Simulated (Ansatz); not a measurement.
**Ge wire along [100], 37 atoms a period, H-terminated: bands by functional and under strain**

Aim: is the Ge wire along [100], 37 atoms a period, H-terminated a metal or a semiconductor?

Method: DFT PBE, plane waves, PAW; relaxation of a wire's period; PAW set soft_1, in the first sound run; inputs show where later runs differ, in Ansatz 0.2.0.

## (1) Set-up

The cell holds 65 atoms: 37 Ge and 28 H. Cell: a = 20.121 Å, b = 20.121 Å, c = 5.760 Å, α = 90.0°, β = 90.0°, γ = 90.0°. Vacuum lies along a and b. The structure's axis is c.

## (2) Relaxation of atoms and period

Band widths follow the bond lengths, so the wire is relaxed first. The atoms and the third cell vector are free; the box across stays fixed as vacuum. A Fermi-Dirac smearing is set since the result may be a metal. The pressure printed is a third of the stress's trace over the whole box, vacuum included; only the stress along the axis is relaxed.

File input.yaml:

```yaml
crystal:
  lattice:
    - [20.121, 0.0, 0.0]
    - [0.0, 20.121, 0.0]
    - [0.0, 0.0, 5.76]
  atoms:
    - { symbol: Ge, position: [0.213740193, 0.500008271, 0.0] }
    - { symbol: Ge, position: [0.356874232, 0.356874232, 0.0] }
    - { symbol: Ge, position: [0.356874232, 0.64314231, 0.0] }
    - { symbol: Ge, position: [0.500008271, 0.213740193, 0.0] }
    - { symbol: Ge, position: [0.500008271, 0.500008271, 0.0] }
    - { symbol: Ge, position: [0.500008271, 0.786276349, 0.0] }
    - { symbol: Ge, position: [0.64314231, 0.356874232, 0.0] }
    - { symbol: Ge, position: [0.64314231, 0.64314231, 0.0] }
    - { symbol: Ge, position: [0.786276349, 0.500008271, 0.0] }
    - { symbol: H, position: [0.240544705, 0.240544705, 0.093634302] }
    - { symbol: H, position: [0.759471837, 0.759471837, 0.093634302] }
    - { symbol: H, position: [0.168977685, 0.455245763, 0.156365698] }
    - { symbol: H, position: [0.455245763, 0.168977685, 0.156365698] }
    - { symbol: H, position: [0.544770779, 0.831038857, 0.156365698] }
    - { symbol: H, position: [0.831038857, 0.544770779, 0.156365698] }
    - { symbol: Ge, position: [0.285307212, 0.285307212, 0.25] }
    - { symbol: Ge, position: [0.285307212, 0.57157529, 0.25] }
    - { symbol: Ge, position: [0.428441251, 0.428441251, 0.25] }
    - { symbol: Ge, position: [0.428441251, 0.71470933, 0.25] }
    - { symbol: Ge, position: [0.57157529, 0.285307212, 0.25] }
    - { symbol: Ge, position: [0.57157529, 0.57157529, 0.25] }
    - { symbol: Ge, position: [0.71470933, 0.428441251, 0.25] }
    - { symbol: Ge, position: [0.71470933, 0.71470933, 0.25] }
    - { symbol: H, position: [0.168977685, 0.40163674, 0.343634302] }
    - { symbol: H, position: [0.168977685, 0.687904818, 0.343634302] }
    - { symbol: H, position: [0.312111724, 0.831038857, 0.343634302] }
    - { symbol: H, position: [0.40163674, 0.168977685, 0.343634302] }
    - { symbol: H, position: [0.598379802, 0.831038857, 0.343634302] }
    - { symbol: H, position: [0.687904818, 0.168977685, 0.343634302] }
    - { symbol: H, position: [0.831038857, 0.312111724, 0.343634302] }
    - { symbol: H, position: [0.831038857, 0.598379802, 0.343634302] }
    - { symbol: Ge, position: [0.213740193, 0.356874232, 0.5] }
    - { symbol: Ge, position: [0.213740193, 0.64314231, 0.5] }
    - { symbol: Ge, position: [0.356874232, 0.213740193, 0.5] }
    - { symbol: Ge, position: [0.356874232, 0.500008271, 0.5] }
    - { symbol: Ge, position: [0.356874232, 0.786276349, 0.5] }
    - { symbol: Ge, position: [0.500008271, 0.356874232, 0.5] }
    - { symbol: Ge, position: [0.500008271, 0.64314231, 0.5] }
    - { symbol: Ge, position: [0.64314231, 0.213740193, 0.5] }
    - { symbol: Ge, position: [0.64314231, 0.500008271, 0.5] }
    - { symbol: Ge, position: [0.64314231, 0.786276349, 0.5] }
    - { symbol: Ge, position: [0.786276349, 0.356874232, 0.5] }
    - { symbol: Ge, position: [0.786276349, 0.64314231, 0.5] }
    - { symbol: H, position: [0.168977685, 0.312111724, 0.656365698] }
    - { symbol: H, position: [0.168977685, 0.598379802, 0.656365698] }
    - { symbol: H, position: [0.312111724, 0.168977685, 0.656365698] }
    - { symbol: H, position: [0.40163674, 0.831038857, 0.656365698] }
    - { symbol: H, position: [0.598379802, 0.168977685, 0.656365698] }
    - { symbol: H, position: [0.687904818, 0.831038857, 0.656365698] }
    - { symbol: H, position: [0.831038857, 0.40163674, 0.656365698] }
    - { symbol: H, position: [0.831038857, 0.687904818, 0.656365698] }
    - { symbol: Ge, position: [0.285307212, 0.428441251, 0.75] }
    - { symbol: Ge, position: [0.285307212, 0.71470933, 0.75] }
    - { symbol: Ge, position: [0.428441251, 0.285307212, 0.75] }
    - { symbol: Ge, position: [0.428441251, 0.57157529, 0.75] }
    - { symbol: Ge, position: [0.57157529, 0.428441251, 0.75] }
    - { symbol: Ge, position: [0.57157529, 0.71470933, 0.75] }
    - { symbol: Ge, position: [0.71470933, 0.285307212, 0.75] }
    - { symbol: Ge, position: [0.71470933, 0.57157529, 0.75] }
    - { symbol: H, position: [0.168977685, 0.544770779, 0.843634302] }
    - { symbol: H, position: [0.455245763, 0.831038857, 0.843634302] }
    - { symbol: H, position: [0.544770779, 0.168977685, 0.843634302] }
    - { symbol: H, position: [0.831038857, 0.455245763, 0.843634302] }
    - { symbol: H, position: [0.240544705, 0.759471837, 0.906365698] }
    - { symbol: H, position: [0.759471837, 0.240544705, 0.906365698] }
kpoints:
  mp_grid: { grid: [1, 1, 14] }
scf:
  occupations: { method: fermi_dirac, width: 0.05 }
hamiltonian:
  xc: pbe
  pseudopotentials: { kind: paw, azcp: { folder: soft_1 } }
relax:
  cell: { fix: [a, b, alpha, beta, gamma] }
  max_steps: 45
  f_tol: 0.03
```

Launch:

```sh
ansatz run input.yaml --threads 16 --pin off --max-ram 61440MiB --backend cuda --events-out ev --progress --plain --runs-dir out --max-vram 78GiB
```

Numbers of over 12 decimals in the logs are rounded to 6 here.

The log of the run:

```text
Engine: ansatz 0.2.0, aarch64-unknown-linux-gnu
Pseudopotentials: kind: paw
Pseudopotential: Ge, paw, valence charge 14, recommended cutoff 420 eV (normal), soft_1/Ge.paw.azcp
Pseudopotential: H, paw, valence charge 1, recommended cutoff 420 eV (normal), soft_1/H.paw.azcp
Functional definition: PBE
  parameter kappa = 0.804
  parameter beta = 0.066725
  exchange = pbe_x(kappa = kappa, mu = beta*pi^2/3)
  correlation = pbe_c(beta = beta)
[...]
Crystal: 65 atoms, lattice volume = 2331.963 Å³
Basis set: ecut = 420 eV, 45619 PW (Γ), exchange–correlation on 270×270×80 points (8 copies of the dense FFT grid, shifted against one another)
Bands: 338, of which v1, the nominal top of the filled ones, is band 273 counted from 1 (272 counted from 0)
Symmetry: 8 space group operations
Space group: P-42m (ITA 111), of the structure as read, at distance tolerance 1.3e-4 Å
k-points: 8 of 14
Non-local potential: Ge, projectors of the file, l = 0: 2, l = 1: 2, l = 2: 3, l = 3: 1
Non-local potential: H, projectors of the file, l = 0: 2, l = 1: 1
PAW form: soft (Blöchl's): semilocal exchange-correlation on the pseudo side does not see the compensation charge
PAW one-centre angular grid: Ge, 590 points (default); XC on 64 Gauss nodes
PAW one-centre angular grid: H, 110 points (default); XC on 64 Gauss nodes
Initial density: superposition of atomic densities (neutral atoms: chi_scale 0, normalization atom)
Initial wavefunctions: pseudopotential atomic-orbital guess
[...]
Functional: x = pbe(κ = 0.804, μ = 0.219515), c = pbe(β = 0.066725)
SCF iter   1: F=—  HF=-159358.362280 eV  |F-HF|=—  |Δ(HF+E_count)|=         —  Δρ=3.66e-2  dr2=2.64e1  ethr=3.10e-3  ⟨swp⟩=6.0  Hψ=10164  notcnv=0  defer=161
preconditioner: auto → Resta (q_TF=auto, 2.142 Å⁻¹)  ε∞=1.7  [insulator: Δε(μ)=1.525 eV  Ē_g=21.800 eV  σ=0.050 eV  W_gap=1.00  n_scr=362 (ndim 8)  ℏωp=18.0 eV  f_vac=0.484  D(μ)=0.00/eV (n_scr^D=0)  ε∞_Penn≈1.7  vacuum switching on, ρ_ref=3.4e-2 e/Å³]
SCF iter   2: F=—  HF=-159352.949024 eV  |F-HF|=—  |Δ(HF+E_count)|=    5.41e0  Δρ=1.64e-2  dr2=6.82e0  ethr=3.10e-3  ⟨swp⟩=2.9  Hψ=3631  notcnv=0  defer=442
[...]
SCF iter  11: F=-159351.538227 eV  HF=-159351.538227 eV  |F-HF|=5.12e-9  |Δ(HF+E_count)|=   5.83e-8  Δρ=9.88e-7  dr2=1.96e-8  ethr=1.83e-11  ⟨swp⟩=4.0  Hψ=7662  notcnv=0
SCF 1 converged in 11 iterations: F = -159351.538227 eV  dr2 = 1.96e-8
  greatest PAW one-centre occupation: 0.998 electrons in one spin orbital (limit 2), on the Ge atom at site 0 (counted from 0), in its partial waves of l = 2
relax step   1: F+E_penalty+E_count = -159351.53822661 eV  Δ(F+E_penalty+E_count) = +0.000e0 eV  max|allowed force component| = 2.936e-1 eV/Å  Δτ_max = 0.0000 Å  P = -0.223 GPa  Ω = 2331.963 Å³  fix = [a, b, alpha, beta, gamma]  reactions: a -0.332, b -0.332 GPa  (11 SCF iters, dr2 threshold 1.00e-7 eV, accepted)
[...]
Crystal: 65 atoms, lattice volume = 2358.508 Å³
Basis set: ecut = 420 eV, 46171 PW (Γ), exchange–correlation on 270×270×80 points (8 copies of the dense FFT grid, shifted against one another)
[...]
iter 1 solved again at ethr=1.80e-4 eV; its pass at ethr=3.10e-3 eV (dr2=9.84e-1 eV) is discarded
SCF iter   1: F=—  HF=-159352.259147 eV  |F-HF|=—  |Δ(HF+E_count)|=         —  Δρ=9.02e-3  dr2=9.88e-1  ethr=1.80e-4  ⟨swp⟩=6.8  Hψ=12654  notcnv=0
preconditioner: auto → Resta (q_TF=auto, 2.138 Å⁻¹)  ε∞=1.7  [insulator: Δε(μ)=1.712 eV  Ē_g=21.803 eV  σ=0.050 eV  W_gap=1.00  n_scr=362 (ndim 8)  ℏωp=17.9 eV  f_vac=0.526  D(μ)=0.00/eV (n_scr^D=0)  ε∞_Penn≈1.7  vacuum switching on, ρ_ref=3.4e-2 e/Å³]
SCF iter   2: F=—  HF=-159352.140648 eV  |F-HF|=—  |Δ(HF+E_count)|=   1.18e-1  Δρ=4.41e-3  dr2=2.68e-1  ethr=1.80e-4  ⟨swp⟩=5.2  Hψ=4089  notcnv=0  defer=51
[...]
SCF iter   7: F=-159352.119312 eV  HF=-159352.119313 eV  |F-HF|=5.92e-7  |Δ(HF+E_count)|=   2.30e-5  Δρ=1.33e-5  dr2=4.10e-6  ethr=9.86e-10  ⟨swp⟩=3.0  Hψ=9755  notcnv=0
SCF 2 converged in 7 iterations: F = -159352.119312 eV  dr2 = 4.10e-6
  greatest PAW one-centre occupation: 0.998 electrons in one spin orbital (limit 2), on the Ge atom at site 3 (counted from 0), in its partial waves of l = 2
relax step   2: F+E_penalty+E_count = -159352.11931216 eV  Δ(F+E_penalty+E_count) = -5.811e-1 eV  max|allowed force component| = 1.968e-1 eV/Å  Δτ_max = 0.1948 Å  P = -0.162 GPa  Ω = 2358.508 Å³  energy of the carried Pulay correction = -4.877e-3 eV  fix = [a, b, alpha, beta, gamma]  reactions: a -0.138, b -0.138 GPa  (7 SCF iters, dr2 threshold 5.39e-6 eV, accepted)
[...]
relax step   3: F+E_penalty+E_count = -159352.29735591 eV  Δ(F+E_penalty+E_count) = -1.780e-1 eV  max|allowed force component| = 1.128e-1 eV/Å  Δτ_max = 0.0790 Å  P = -0.101 GPa  Ω = 2357.275 Å³  energy of the carried Pulay correction = -4.652e-3 eV  fix = [a, b, alpha, beta, gamma]  reactions: a -0.103, b -0.103 GPa  (7 SCF iters, dr2 threshold 2.42e-6 eV, accepted)
[...]
relax step   4: F+E_penalty+E_count = -159352.48416554 eV  Δ(F+E_penalty+E_count) = -1.868e-1 eV  max|allowed force component| = 1.414e-1 eV/Å  Δτ_max = 0.1949 Å  P = -0.041 GPa  Ω = 2356.388 Å³  energy of the carried Pulay correction = -4.490e-3 eV  fix = [a, b, alpha, beta, gamma]  reactions: a -0.023, b -0.023 GPa  (8 SCF iters, dr2 threshold 7.95e-7 eV, accepted)
[...]
relax step   5: F+E_penalty+E_count = -159352.59704285 eV  Δ(F+E_penalty+E_count) = -1.129e-1 eV  max|allowed force component| = 3.711e-2 eV/Å  Δτ_max = 0.1617 Å  P = +0.037 GPa  Ω = 2345.801 Å³  energy of the carried Pulay correction = -2.549e-3 eV  fix = [a, b, alpha, beta, gamma]  reactions: a +0.030, b +0.030 GPa  (8 SCF iters, dr2 threshold 1.25e-6 eV, accepted)
[...]
relax step   6: F+E_penalty+E_count = -159352.60386243 eV  Δ(F+E_penalty+E_count) = -6.820e-3 eV  max|allowed force component| = 6.059e-3 eV/Å  Δτ_max = 0.0371 Å  P = -0.001 GPa  Ω = 2346.147 Å³  energy of the carried Pulay correction = -2.613e-3 eV  fix = [a, b, alpha, beta, gamma]  reactions: a -0.000, b -0.000 GPa  (8 SCF iters, dr2 threshold 8.61e-8 eV, accepted)
[...]
relax step   7: F+E_penalty+E_count = -159352.60656001 eV  Δ(F+E_penalty+E_count) = -2.698e-3 eV  max|allowed force component| = 6.140e-3 eV/Å  Δτ_max = 0.0000 Å  P = +0.001 GPa  Ω = 2346.147 Å³  fix = [a, b, alpha, beta, gamma]  reactions: a +0.001, b +0.001 GPa  stress off target by 1.02e-3 GPa on what of the cell is left free  SCF on the basis re-selected at this cell (its energy is not comparable with the rows above)  (7 SCF iters)
[...]
- { symbol: Ge, position: [0.642113, 0.642113, 0.00463049] }
    - { symbol: Ge, position: [0.782681, 0.500008, -3.034839414435919e-19] }
    - { symbol: H, position: [0.242217, 0.242217, 0.107570] }
    - { symbol: H, position: [0.757799, 0.757799, 0.107570] }
    - { symbol: H, position: [0.171436, 0.456342, 0.151001] }
    - { symbol: H, position: [0.456342, 0.171436, 0.151001] }
    - { symbol: H, position: [0.543675, 0.828581, 0.151001] }
    - { symbol: H, position: [0.828581, 0.543675, 0.151001] }
    - { symbol: Ge, position: [0.287379, 0.287379, 0.258612] }
    - { symbol: Ge, position: [0.286650, 0.571614, 0.247036] }
    - { symbol: Ge, position: [0.428915, 0.428915, 0.251660] }
    - { symbol: Ge, position: [0.428403, 0.713367, 0.247036] }
    - { symbol: Ge, position: [0.571614, 0.286650, 0.247036] }
    - { symbol: Ge, position: [0.571101, 0.571101, 0.251660] }
    - { symbol: Ge, position: [0.713367, 0.428403, 0.247036] }
    - { symbol: Ge, position: [0.712637, 0.712637, 0.258612] }
    - { symbol: H, position: [0.158061, 0.385405, 0.414900] }
    - { symbol: H, position: [0.188549, 0.701001, 0.295908] }
    - { symbol: H, position: [0.299016, 0.811468, 0.295908] }
    - { symbol: H, position: [0.385405, 0.158061, 0.414900] }
    - { symbol: H, position: [0.614611, 0.841956, 0.414900] }
    - { symbol: H, position: [0.701001, 0.188549, 0.295908] }
    - { symbol: H, position: [0.811468, 0.299016, 0.295908] }
    - { symbol: H, position: [0.841956, 0.614611, 0.414900] }
    - { symbol: Ge, position: [0.217507, 0.350046, 0.530468] }
    - { symbol: Ge, position: [0.217507, 0.649971, 0.469532] }
    - { symbol: Ge, position: [0.350046, 0.217507, 0.530468] }
    - { symbol: Ge, position: [0.357004, 0.500008, 0.5] }
    - { symbol: Ge, position: [0.350046, 0.782509, 0.469532] }
    - { symbol: Ge, position: [0.500008, 0.357004, 0.5] }
    - { symbol: Ge, position: [0.500008, 0.643012, 0.5] }
    - { symbol: Ge, position: [0.649971, 0.217507, 0.469532] }
    - { symbol: Ge, position: [0.643012, 0.500008, 0.5] }
    - { symbol: Ge, position: [0.649971, 0.782509, 0.530468] }
    - { symbol: Ge, position: [0.782509, 0.350046, 0.469532] }
    - { symbol: Ge, position: [0.782509, 0.649971, 0.530468] }
    - { symbol: H, position: [0.188549, 0.299016, 0.704092] }
    - { symbol: H, position: [0.158061, 0.614611, 0.585100] }
    - { symbol: H, position: [0.299016, 0.188549, 0.704092] }
    - { symbol: H, position: [0.385405, 0.841956, 0.585100] }
    - { symbol: H, position: [0.614611, 0.158061, 0.585100] }
    - { symbol: H, position: [0.701001, 0.811468, 0.704092] }
    - { symbol: H, position: [0.841956, 0.385405, 0.585100] }
    - { symbol: H, position: [0.811468, 0.701001, 0.704092] }
    - { symbol: Ge, position: [0.286650, 0.428403, 0.752964] }
    - { symbol: Ge, position: [0.287379, 0.712637, 0.741388] }
    - { symbol: Ge, position: [0.428403, 0.286650, 0.752964] }
    - { symbol: Ge, position: [0.428915, 0.571101, 0.748340] }
    - { symbol: Ge, position: [0.571101, 0.428915, 0.748340] }
    - { symbol: Ge, position: [0.571614, 0.713367, 0.752964] }
    - { symbol: Ge, position: [0.712637, 0.287379, 0.741388] }
    - { symbol: Ge, position: [0.713367, 0.571614, 0.752964] }
    - { symbol: H, position: [0.171436, 0.543675, 0.848999] }
    - { symbol: H, position: [0.456342, 0.828581, 0.848999] }
    - { symbol: H, position: [0.543675, 0.171436, 0.848999] }
    - { symbol: H, position: [0.828581, 0.456342, 0.848999] }
    - { symbol: H, position: [0.242217, 0.757799, 0.892430] }
    - { symbol: H, position: [0.757799, 0.242217, 0.892430] }
```

Run time: 16 s. Hardware: 1 × NVIDIA GB200 with 16 threads of Arm Neoverse V2, shared host; peak memory 1.8 GiB.

Step by step:

```csv
step,energy less that of the first step (eV),largest force component (eV/Å),pressure (GPa),volume (Å³)
1,0.0000,0.2936,-0.22,2331.96
2,-0.5811,0.1968,-0.16,2358.51
3,-0.7591,0.1128,-0.10,2357.27
4,-0.9459,0.1414,-0.04,2356.39
5,-1.0588,0.0371,0.04,2345.80
6,-1.0656,0.0061,0.00,2346.15
7,-1.0683,0.0061,0.00,2346.15
```

The run keeps the 8 symmetry operations that it works with, so distortions that break them were not tested.

```
cell as run  before  after  change
      c (Å)   5.760  5.795  +0.6 %
```

The atoms that moved most (Å, along periodic axes as changes of fractional coordinates times the final cell, across vacuum about the mean position):

```csv
atom,dx,dy,dz,length
H24,-0.220,-0.327,0.413,0.571
H27,-0.327,-0.220,0.413,0.571
H50,0.220,-0.327,-0.413,0.571
H47,-0.327,0.220,-0.413,0.571
H48,0.327,-0.220,-0.413,0.571
H45,-0.220,0.327,-0.413,0.571
H28,0.327,0.220,0.413,0.571
H31,0.220,0.327,0.413,0.571
```

Numbers from this step:

| Item | Value |
| --- | --- |
| cell length along the wire | 5.795 Å |

The cell's length comes to 5.795 Å with spin left out.

(Part 1 of 3 ends here.)

[Logs are printed without paths, hosts, clocks, repeated set-up lines and the standing remarks that a program may print on its own settings, such as how far it seeks lower states.]

[Hosts, paths, dates, database ids (printed as entryN), source tags and the programs' standing remarks are cut or masked in the printed files.]
